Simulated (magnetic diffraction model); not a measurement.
# Solving a magnetic structure from powder neutron data: K2MgCrF6

Space group Fm-3m (no. 225), a = 8.6160 Å.

| site | atom | x | y | z |
| --- | --- | --- | --- | --- |
| 4a | Cr | 0 | 0 | 0 |
| 8c | K | 1/4 | 1/4 | 3/4 |
| 4b | Mg | 1/2 | 0 | 0 |
| 24e | F | 0.2183 | 0 | 0 |

This is a made-up structure (elements placed in a structure type, unrelaxed), so the numbers test the method and describe no known phase.

Only Cr is taken to order (form factors of Cr2+); orders and moment sizes are assumed, and not adapted to the symmetry. Radiation: neutrons of λ = 2.0775 Å, 8° to 80°; isotropic B of 0.27 Å² (Cr), 0.26 Å² (K), 0.32 Å² (Mg) and 0.27 Å² (F). The intensities are simulated: I ∝ L Σ (|F_N|² + |F_M⊥|²) for unpolarised neutrons, with F_M = 2.695 fm/μB × Σ f(s) S exp(2πi Q·r) exp(−B s²) at Q = H ± k (one set where k and −k are equivalent), only the part normal to Q counting and L = 1/(sin²θ cos θ). For collinear order S is the moment m, which repeats by lattice and centring translations R with the sign exp(−2πi k·R). Form factors are spin-only for 3d ions and dipole or tabulated for f ions, scattering lengths are Sears's of 1992, and absorption is left out. A label names one of the reflections at its angle. The strongest nuclear line in the range is 100, and lines under 0.2 are left out.

Above the ordering temperature:

```tsv
2θ (°)	index	I
24.11	(1 1 1)	7.3
27.91	(2 0 0)	32.3
39.88	(2 2 0)	8.0
47.14	(3 1 1)	3.3
49.37	(2 2 2)	68.9
57.66	(4 0 0)	100.0
63.41	(3 3 1)	23.4
65.25	(4 2 0)	16.4
72.40	(4 2 2)	1.5
77.58	(5 1 1)	35.0
```

Below it (cell unchanged):

```
2θ (°)      I
 13.85   19.0
 19.63    8.8
 24.11    7.3
 27.91   32.3
 31.28    6.7
 34.35    7.2
 39.88    8.0
 42.41    3.7
 44.82    1.9
 47.14    3.3
 49.37   68.9
 51.53    2.1
 53.63    2.7
 57.66  100.0
 59.62    1.9
 61.53    1.5
 63.41   23.4
 65.25   16.4
 67.07    0.9
 68.87    0.5
 72.40    1.5
 74.14    0.6
 75.87    1.2
 77.58   35.0
```

**Question.** Check that the new lines index with k = (1 0 0), then choose among these models:
A. collinear moments along [100], 3.6 μB on Cr
B. collinear moments along [010], 3.6 μB on Cr
C. collinear moments along [001], 3.6 μB on Cr

The new lines index as (1 0 0) at 13.85°, (0 1 1) at 19.63°, (1 2 0) at 31.28° and (2 1 1) at 34.35°, that is as H ± k with k = (1 0 0), one of 3 inequivalent arms of its star (k and −k counted as one), which a powder can't tell apart. The indices are whole but break the lattice centring, so the moments reverse under a centring translation, those with k·t a half-integer.

Magnetic intensity, observed (below minus above) and for each model:

| 2θ (°) | index | observed | A | B | C |
| --- | --- | --- | --- | --- | --- |
| 13.85 | (1 0 0) | 19.0 | <0.2 | 19.0 | 19.0 |
| 19.63 | (0 1 1) | 8.8 | 17.6 | 8.8 | 8.8 |
| 31.28 | (1 2 0) | 6.7 | 8.9 | 6.7 | 6.7 |
| 34.35 | (2 1 1) | 7.2 | 2.9 | 7.2 | 7.2 |
| 44.82 | (0 3 1) | 1.9 | 3.9 | 1.9 | 1.9 |
| 51.53 | (3 2 0) | 2.1 | 0.8 | 2.1 | 2.1 |
| 61.53 | (4 1 1) | 1.5 | 0.8 | 1.5 | 1.5 |
| 67.07 | (1 4 2) | 0.9 | 1.7 | 0.9 | 0.9 |

Models B and C match alike on every line, so these data can't choose among them (such ties are often domains of one structure): a powder sees only the angle between collinear moments and the unique axis of a uniaxial spin configuration, and no direction at all where the configuration is cubic.

The structure used: k = (1 0 0), collinear moments along [001], 3.6 μB on Cr.

[Logs are printed without paths, hosts, clocks, repeated set-up lines and the standing remarks that a program may print on its own settings, such as how far it seeks lower states.]
